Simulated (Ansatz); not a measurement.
# Where Cu_i (void) puts its levels in the gap of GaN (F-43m)

Aim: at which Fermi levels does Cu_i (void) in GaN (F-43m) change its charge? The model is a cell of 54 host atoms with 1 Cu put in.

Calculated with Ansatz 0.2.0; place-levels on r2SCAN runs: charge-transition levels and formation energies with image-charge correction and potential alignment at the atomic sites; PAW set soft_1.

### 1. Starting point

The cell holds 55 atoms: 27 Ga, 27 N and 1 Cu. Its edges and angles: a = 9.542 Å, b = 9.542 Å, c = 9.542 Å, α = 60.0°, β = 60.0°, γ = 60.0°. It derives from GaN (space group F-43m). Nearest the centre at fractional (0.250, 0.250, 0.917): Cu55 at 0.00 Å, Ga25 at 1.95 Å, Ga7 at 1.95 Å, Ga19 at 1.95 Å, Ga29 at 1.95 Å, N20 at 2.25 Å, N8 at 2.25 Å, N2 at 2.25 Å.

Structure file:

```xyz
55
Lattice="0.0000 6.7473 6.7473 6.7473 0.0000 6.7473 6.7473 6.7473 0.0000" Properties=species:S:1:pos:R:3 pbc="T T T"
Ga    0.0000    0.0000    0.0000
N     1.1245    1.1245    1.1245
Ga    2.2491    2.2491    0.0000
N     3.3736    3.3736    1.1245
Ga    4.4982    4.4982    0.0000
N     5.6227    5.6227    1.1245
Ga    2.2491    0.0000    2.2491
N     3.3736    1.1245    3.3736
Ga    4.4982    2.2491    2.2491
N     5.6227    3.3736    3.3736
Ga    6.7473    4.4982    2.2491
N     7.8718    5.6227    3.3736
Ga    4.4982    0.0000    4.4982
N     5.6227    1.1245    5.6227
Ga    6.7473    2.2491    4.4982
N     7.8718    3.3736    5.6227
Ga    8.9964    4.4982    4.4982
N    10.1209    5.6227    5.6227
Ga    0.0000    2.2491    2.2491
N     1.1245    3.3736    3.3736
Ga    2.2491    4.4982    2.2491
N     3.3736    5.6227    3.3736
Ga    4.4982    6.7473    2.2491
N     5.6227    7.8718    3.3736
Ga    2.2491    2.2491    4.4982
N     3.3736    3.3736    5.6227
Ga    4.4982    4.4982    4.4982
N     5.6227    5.6227    5.6227
Ga    6.7473    6.7473    4.4982
N     7.8718    7.8718    5.6227
Ga    4.4982    2.2491    6.7473
N     5.6227    3.3736    7.8718
Ga    6.7473    4.4982    6.7473
N     7.8718    5.6227    7.8718
Ga    8.9964    6.7473    6.7473
N    10.1209    7.8718    7.8718
Ga    0.0000    4.4982    4.4982
N     1.1245    5.6227    5.6227
Ga    2.2491    6.7473    4.4982
N     3.3736    7.8718    5.6227
Ga    4.4982    8.9964    4.4982
N     5.6227   10.1209    5.6227
Ga    2.2491    4.4982    6.7473
N     3.3736    5.6227    7.8718
Ga    4.4982    6.7473    6.7473
N     5.6227    7.8718    7.8718
Ga    6.7473    8.9964    6.7473
N     7.8718   10.1209    7.8718
Ga    4.4982    4.4982    8.9964
N     5.6227    5.6227   10.1209
Ga    6.7473    6.7473    8.9964
N     7.8718    7.8718   10.1209
Ga    8.9964    8.9964    8.9964
N    10.1209   10.1209   10.1209
Cu    7.8718    7.8718    3.3736
```

Screening for the image-charge correction: ε∞ = 6.00, ε0 = 10.56, computed on the host (DFPT, PBEsol, on the r2SCAN cell), and a cell off the functional's own equilibrium shifts the ionic part.

The cell's shortest repeat is 9.5 Å.

### 2. Charge states

Levels follow from differences of total energies between charge states, each relaxed by itself.

Each atom starts 0.05 Å or so off its site in a random direction: a symmetric start keeps its symmetry, and would miss off-centre moves and Jahn–Teller distortions. Forces are taken on a 2×2×2 shifted mesh. The cell holds 1 electron fewer than the neutral one, with a uniform background that keeps it neutral on the whole.

The sampling was tested on the host first: at the k-points planned (1x1x1 shifted 0.25 0.25 0.25) its energy lies 0.067 eV an atom from the dense-mesh value, so the final energies take a denser sampling.

One state's input; the others differ in charge, spin, start and seed, and in occupations where the table says so.

Input file qp1.relax/input.yaml:

```yaml
crystal:
  lattice:
    - [0.0, 6.74729083, 6.74729083]
    - [6.74729083, 0.0, 6.74729083]
    - [6.74729083, 6.74729083, 0.0]
  atoms:
    - { symbol: Ga, position: [0.0, 0.0, 0.0] }
    - { symbol: "N", position: [0.08333333, 0.08333333, 0.08333333] }
    - { symbol: Ga, position: [0.0, 0.0, 0.33333333] }
    - { symbol: "N", position: [0.08333333, 0.08333333, 0.41666667] }
    - { symbol: Ga, position: [0.0, 0.0, 0.66666667] }
    - { symbol: "N", position: [0.08333333, 0.08333333, 0.75] }
    - { symbol: Ga, position: [0.0, 0.33333333, 0.0] }
    - { symbol: "N", position: [0.08333333, 0.41666667, 0.08333333] }
    - { symbol: Ga, position: [0.0, 0.33333333, 0.33333333] }
    - { symbol: "N", position: [0.08333333, 0.41666667, 0.41666667] }
    - { symbol: Ga, position: [0.0, 0.33333333, 0.66666667] }
    - { symbol: "N", position: [0.08333333, 0.41666667, 0.75] }
    - { symbol: Ga, position: [0.0, 0.66666667, 0.0] }
    - { symbol: "N", position: [0.08333333, 0.75, 0.08333333] }
    - { symbol: Ga, position: [0.0, 0.66666667, 0.33333333] }
    - { symbol: "N", position: [0.08333333, 0.75, 0.41666667] }
    - { symbol: Ga, position: [0.0, 0.66666667, 0.66666667] }
    - { symbol: "N", position: [0.08333333, 0.75, 0.75] }
    - { symbol: Ga, position: [0.33333333, 0.0, 0.0] }
    - { symbol: "N", position: [0.41666667, 0.08333333, 0.08333333] }
    - { symbol: Ga, position: [0.33333333, 0.0, 0.33333333] }
    - { symbol: "N", position: [0.41666667, 0.08333333, 0.41666667] }
    - { symbol: Ga, position: [0.33333333, 0.0, 0.66666667] }
    - { symbol: "N", position: [0.41666667, 0.08333333, 0.75] }
    - { symbol: Ga, position: [0.33333333, 0.33333333, 0.0] }
    - { symbol: "N", position: [0.41666667, 0.41666667, 0.08333333] }
    - { symbol: Ga, position: [0.33333333, 0.33333333, 0.33333333] }
    - { symbol: "N", position: [0.41666667, 0.41666667, 0.41666667] }
    - { symbol: Ga, position: [0.33333333, 0.33333333, 0.66666667] }
    - { symbol: "N", position: [0.41666667, 0.41666667, 0.75] }
    - { symbol: Ga, position: [0.33333333, 0.66666667, 0.0] }
    - { symbol: "N", position: [0.41666667, 0.75, 0.08333333] }
    - { symbol: Ga, position: [0.33333333, 0.66666667, 0.33333333] }
    - { symbol: "N", position: [0.41666667, 0.75, 0.41666667] }
    - { symbol: Ga, position: [0.33333333, 0.66666667, 0.66666667] }
    - { symbol: "N", position: [0.41666667, 0.75, 0.75] }
    - { symbol: Ga, position: [0.66666667, 0.0, 0.0] }
    - { symbol: "N", position: [0.75, 0.08333333, 0.08333333] }
    - { symbol: Ga, position: [0.66666667, 0.0, 0.33333333] }
    - { symbol: "N", position: [0.75, 0.08333333, 0.41666667] }
    - { symbol: Ga, position: [0.66666667, 0.0, 0.66666667] }
    - { symbol: "N", position: [0.75, 0.08333333, 0.75] }
    - { symbol: Ga, position: [0.66666667, 0.33333333, 0.0] }
    - { symbol: "N", position: [0.75, 0.41666667, 0.08333333] }
    - { symbol: Ga, position: [0.66666667, 0.33333333, 0.33333333] }
    - { symbol: "N", position: [0.75, 0.41666667, 0.41666667] }
    - { symbol: Ga, position: [0.66666667, 0.33333333, 0.66666667] }
    - { symbol: "N", position: [0.75, 0.41666667, 0.75] }
    - { symbol: Ga, position: [0.66666667, 0.66666667, 0.0] }
    - { symbol: "N", position: [0.75, 0.75, 0.08333333] }
    - { symbol: Ga, position: [0.66666667, 0.66666667, 0.33333333] }
    - { symbol: "N", position: [0.75, 0.75, 0.41666667] }
    - { symbol: Ga, position: [0.66666667, 0.66666667, 0.66666667] }
    - { symbol: "N", position: [0.75, 0.75, 0.75] }
    - { symbol: Cu, position: [0.25, 0.25, 0.916667] }
  host:
    repeats: [3, 3, 3]
    atoms:
      - { symbol: Ga, position: [0.0, 0.0, 0.0] }
      - { symbol: "N", position: [0.25, 0.25, 0.25] }
total_charge: 1
basis:
  ecutwfc: 500
  xc_grid: 2
hamiltonian:
  xc: r2scan
  pseudopotentials: { kind: paw, azcp: { folder: soft_1 } }
kpoints:
  mp_grid: { grid: [2, 2, 2], shift: [0.5, 0.5, 0.5] }
scf:
  occupations: { method: fixed }
  max_iter: 80
output:
  forces: true
  charged_corrections:
    epsilon: 6.0
    static_epsilon: 10.56
    defect_position: [0.25, 0.25, 0.916667]
relax:
  f_tol: 0.02
  max_steps: 80
  random_displacement: { amplitude: 0.05, seed: 9886 }
checkpoint:
  write: "../qp1.relax.run"
  compress: false
  write_wavefunctions: true
  write_every: 100000
```

Run with:

```
ansatz run input.yaml --threads 4 --pin off --max-ram 15073MiB --backend cpu --events-out ev --progress --plain --runs-dir out
```

The run of this state that the levels use, under r2SCAN:

Input file qp1.point/input.yaml:

```yaml
crystal:
  checkpoint: "../qp1.relax.run"
  host: checkpoint
total_charge: 1
basis:
  ecutwfc: 500
  xc_grid: 2
hamiltonian:
  xc: r2scan
  pseudopotentials: { kind: paw, azcp: { folder: soft_1 } }
kpoints:
  mp_grid: { grid: [2, 2, 2], shift: [0.5, 0.5, 0.5] }
scf:
  occupations: { method: fixed }
  max_iter: 80
output:
  forces: true
  eigenvalues: true
  charged_corrections:
    epsilon: 6.0
    static_epsilon: 10.56
    defect_position: [0.25, 0.25, 0.916667]
  eigenstates: { localisation: true }
  populations: true
  band_densities: [{ bands: [v1, v1] }, { bands: [c1, c1] }]
  write_density: true
  write_potential: true
  volumetric_format: npy
checkpoint:
  read: "../qp1.relax.run"
  write: "../qp1.point.run"
  compress: false
  write_wavefunctions: false
  write_every: 100000
```

Relaxations under r2SCAN at a 2×2×2 shifted mesh; times on 4 threads of Arm Neoverse V1, shared host:

```csv
charge,moment (μB),occupations,outcome,steps,largest displacement against the far atoms (Å),time
0,1,fixed,converged,5,0.23,15 min
+1,0,fixed,converged,5,0.21,7.2 min
+2,1,fixed,converged,7,0.25,22 min
```

Single points under r2SCAN at a 2×2×2 shifted mesh; times on 4 threads of Arm Neoverse V1, shared host:

```csv
charge,moment (μB),occupations,outcome,time
0,1,fixed,converged,2.7 min
+1,0,fixed,converged,70 s
+2,1,fixed,converged,2.6 min
```

Distances (Å) from Cu55 to the nearest atoms after relaxation with r2SCAN:

```csv
charge,moment (μB),1.,2.,3.,4.,5.,6.
0,1,Ga 2.14,Ga 2.16,Ga 2.16,Ga 2.16,N 2.24,N 2.25
+1,0,Ga 2.15,Ga 2.15,Ga 2.15,Ga 2.15,N 2.26,N 2.26
+2,1,Ga 2.18,Ga 2.18,Ga 2.18,Ga 2.19,N 2.19,N 2.19
```

### 3. place-levels, r2SCAN

A charged cell interacts with its images and the background, and its potential has another zero than the host's. place-levels removes the first by a point-charge model, screened by the static dielectric constant since the ions have relaxed around the charge, and the second by comparing potentials at atoms far from the defect.

The host is a run of the defect-free crystal in the same cutoffs, grids and k-points, so that basis and sampling errors cancel in part in the differences. The host is run in a cell of 2 atoms on a matching mesh. Its band edges are searched through the zone by a band path, so the gap is smaller than, or equal to, that on the mesh. Chemical potentials are energies per atom of Cu (fcc), run with the same functional and cutoff.

Input file levels.point.yaml:

```yaml
host:
  run: host.point.run
states: [q0_M1.point.run, qp1.point.run, qp2_M1.point.run]
geometry_from:
  q0_M1.point.run: q0_M1.relax.run
  qp1.point.run: qp1.relax.run
  qp2_M1.point.run: qp2_M1.relax.run
  host.point.run: host.relax.run
chemical_potentials:
  Cu:
    energy: -6631.253193
    dataset: "<sha256 of the dataset>"
epsilon: 6.0
static_epsilon: 10.56
vertical:
  - { from: qp1.point.run, to: qp1.point_neutral.run }
  - { from: qp2_M1.point.run, to: qp2_M1.point_neutral.run }
```

Run with:

```
ansatz place-levels levels.point.yaml -- --threads 4 --pin off --max-ram 15073MiB
```

Numbers of over 12 decimals in the logs are rounded to 6 here.

Output:

```text
[... repeated set-up lines and file paths are left out, and long positions are rounded to six places ...]
(+2/+1) 0.000 eV above the valence edge (-0.235 eV without the band-filling correction), 2.168 eV under the conduction edge
(+1/0) 2.196 eV above the valence edge (+3.245 eV without the band-filling correction), in the conduction band
formation energy of charge +2: +4.414 eV with the Fermi level at the valence edge
formation energy of charge +1: +4.414 eV with the Fermi level at the valence edge
formation energy of charge 0: +6.610 eV with the Fermi level at the valence edge
vertical +1 to 0: no energy, since no alignment is typed
  the change from vertical[0].from (qp1.point.run) to vertical[0].to (qp1.point_neutral.run): by its potential at epsilon 6 it stands at 0.308 0.310 0.975, with an rms radius of about 4.6 Å (2.6 2.6 2.6 Å across the planes of the cell's vectors); [...]
vertical +2 to 0: no energy, since no alignment is typed
  the change from vertical[1].from (qp2_M1.point.run) to vertical[1].to (qp2_M1.point_neutral.run): by its potential at epsilon 6 it stands at 0.259 0.258 0.924, with an rms radius of about 3.3 Å (1.9 1.9 1.9 Å across the planes of the cell's vectors); [...]
  edges by r2scan, gap 2.168 eV; the host is sampled to repeats of 19.08 Å
  the defect's cells are sampled to repeats of 19.08 Å, like sampling
  charge +2: -119407.6621 eV with its correction of +1.554 eV, at epsilon 10.56, aligned at sites: +0.3137 eV, mean over 24 atomic sites at or beyond 4.77 Å from the defect at [0.2500, 0.2500, 0.9167], with +0.000000 for the charge's moments and without [...]
  charge +1: -119398.4477 eV with its correction of +0.568 eV, at epsilon 10.56, aligned at sites: +0.3365 eV, mean over 24 atomic sites at or beyond 4.77 Å from the defect at [0.2500, 0.2500, 0.9167], with +0.000000 for the charge's moments and without [...]
  charge 0: +0.000 eV for its dipole among its images, +0.000 omitted
  of states[2] (qp2_M1.point.run): it parts from the run at its places by a charge that spreads by about 1.9 Å along one vector (1.3 Å or more is wide), by its potential at epsilon 6, taken for that of held ions (one typed too small widens it), where the cell [...]
  of states[1] (qp1.point.run): it parts from the run at its places by a charge that spreads by about 2.6 Å along one vector (1.3 Å or more is wide), by its potential at epsilon 6, taken for that of held ions (one typed too small widens it), where the cell [...]
  of states[0] (q0_M1.point.run): a band-filling correction moves a carrier to the host's band edge, which changes its energy by -1.049 eV; [...]
  of vertical[0].from (qp1.point.run): it parts from the run at its places by a charge that spreads by about 2.6 Å along one vector (1.3 Å or more is wide), by its potential at epsilon 6, taken for that of held ions (one typed too small widens it), where the [...]
  of vertical[0].to (qp1.point_neutral.run): stability_check_not_made
  of vertical[1].from (qp2_M1.point.run): stability_check_not_made; [...]
  of vertical[1].to (qp2_M1.point_neutral.run): stability_check_not_made
```

The job ended after 0.37 s (4 threads of Arm Neoverse V1, shared host).

Levels between the charges placed, in eV above the valence top:

```csv
,gap (eV),(+2/+1),(+1/0)
r2SCAN,2.17,0.00,2.20
```

Corrections by state:

```csv
charge,moment (μB),image terms and alignment (eV),band filling (eV),ε used,"over the lowest of its charge, as the program ranks them, band filling apart (eV)"
+2,1.0,1.554,-0.235,10.56,0.000
+1,0.0,0.568,-,10.56,0.000
0,1.0,0.000,-1.049,-,0.000
```

The charged structures listed were also run neutral, and place-levels reads from each pair, by the potential or the spins, how wide the charge is by which they differ; that can be the carrier of either run.

```csv
charge,rms radius (Å),spread where it is widest against the cell (Å),wide from (Å),reading
+2,3.3,1.88,1.35,wide
+1,4.6,2.64,1.35,wide
```

The neutral runs of these pairs need not share the spin of the lowest neutral state, and very wide values only mean spread over the cell.

From the program's caveats on the states, each cut to its opening words:

- charge +2 (1 μB): it parts from the run at its places by a charge that spreads by about 1.9 Å along one vector (1.3 Å or more is wide), by its potential at epsilon 6, taken for [...]
- charge +2 (1 μB): a band-filling correction moves a carrier to the host's band edge, which changes its energy by -0.235 eV
- charge +2 (1 μB): its alignment with the host at atomic sites is doubtful: the mean over the far sites moves by -0.1344 eV from their farther parts to their nearer, more than [...]
- charge +2 (1 μB), 0 (1 μB): flagged: stability check not made
- charge +1: it parts from the run at its places by a charge that spreads by about 2.6 Å along one vector (1.3 Å or more is wide), by its potential at epsilon 6, taken for [...]
- charge +1: its alignment with the host at atomic sites is doubtful: the mean over the far sites moves by -0.1379 eV from their farther parts to their nearer, more than [...]
- charge 0 (1 μB): a band-filling correction moves a carrier to the host's band edge, which changes its energy by -1.049 eV
- charge 0 (1 μB): its alignment with the host at atomic sites is doubtful: the mean over the far sites moves by -0.1458 eV from their farther parts to their nearer, more than [...]

Chemical potentials of the elements' reference phases, run alike. Formation energy by charge state (elemental references; gap 2.17 eV):

```csv
charge,at valence top (eV),at conduction bottom (eV),correction included (eV)
+2,4.41,8.75,1.32
+1,4.41,6.58,0.57
0,6.61,6.61,-1.05
```

(Fermi level (eV), lowest formation energy (eV)): (0.00, 4.41), (0.20, 4.61), (0.39, 4.81), (0.59, 5.00), (0.79, 5.20), (0.98, 5.40), (1.18, 5.60), (1.38, 5.79), (1.58, 5.99), (1.77, 6.19), (1.97, 6.39), (2.17, 6.58)

### 4. Summary of results

| Property | Result |
| --- | --- |
| gap of the host | 2.17 eV (r2SCAN) |
| level (plus 2/plus 1) | 0.00 eV above the valence top (-0.24 eV above the valence top without the band-filling term) |
| level (plus 1/0) | 2.20 eV above the valence top, past the conduction bottom (3.24 eV above the valence top without the band-filling term) |
| lowest of the charges placed, just above the valence top (0.02 eV) | +1 |
| lowest of the charges placed, just below the conduction bottom (0.02 eV) | +1 |
| lowest formation energy at mid-gap of the charges run, elemental references | 5.50 eV |

Of the charges placed (0, +1 and +2), +1 is the lowest from 0.02 eV above the valence top to 0.02 eV below the conduction bottom, a gap of 2.17 eV. Charges below 0 were not placed, so these runs say nothing of levels that involve them. States placed: +2 at 1 μB; +1 at 0 μB; 0 at 1 μB. Other spin states or structures, where not listed, weren't placed. The program finds carriers beyond a band edge of the host and adds a band-filling term at charge 0 (-1.05 eV) and +2 (-0.24 eV); steps to such a charge show no bound level, and a defect level inside a band would be read the same way. Corrections reach 1.6 eV, so the cell is small for these charges and their levels are rough. Cu is taken at its element; compounds, which aren't counted here, bound the chemical potentials and would shift these formation energies. The program doubts the alignment of potentials for at least one state, a sign that the cell is small. Limits: r2SCAN makes the gap too small and tends to spread out bound carriers; where a gas molecule sets a chemical potential or the host's formation energy, its binding is uncorrected.

[Logs are printed without paths, hosts, clocks, repeated set-up lines and the standing remarks that a program may print on its own settings, such as how far it seeks lower states.]

[Hosts, paths, dates, database ids (printed as entryN), source tags and the programs' standing remarks are cut or masked in the printed files.]

[Where a table of states has a column of steps, it counts the stored structures, which are thinned; the runs took as many ionic steps or more.]

[A defect's name tells the site on which it was built; relaxed atoms can leave that site.]

[For some hosts the program warned that the k-mesh of the response run may be too coarse for force constants and the static dielectric constant; such warnings are not shown here.]
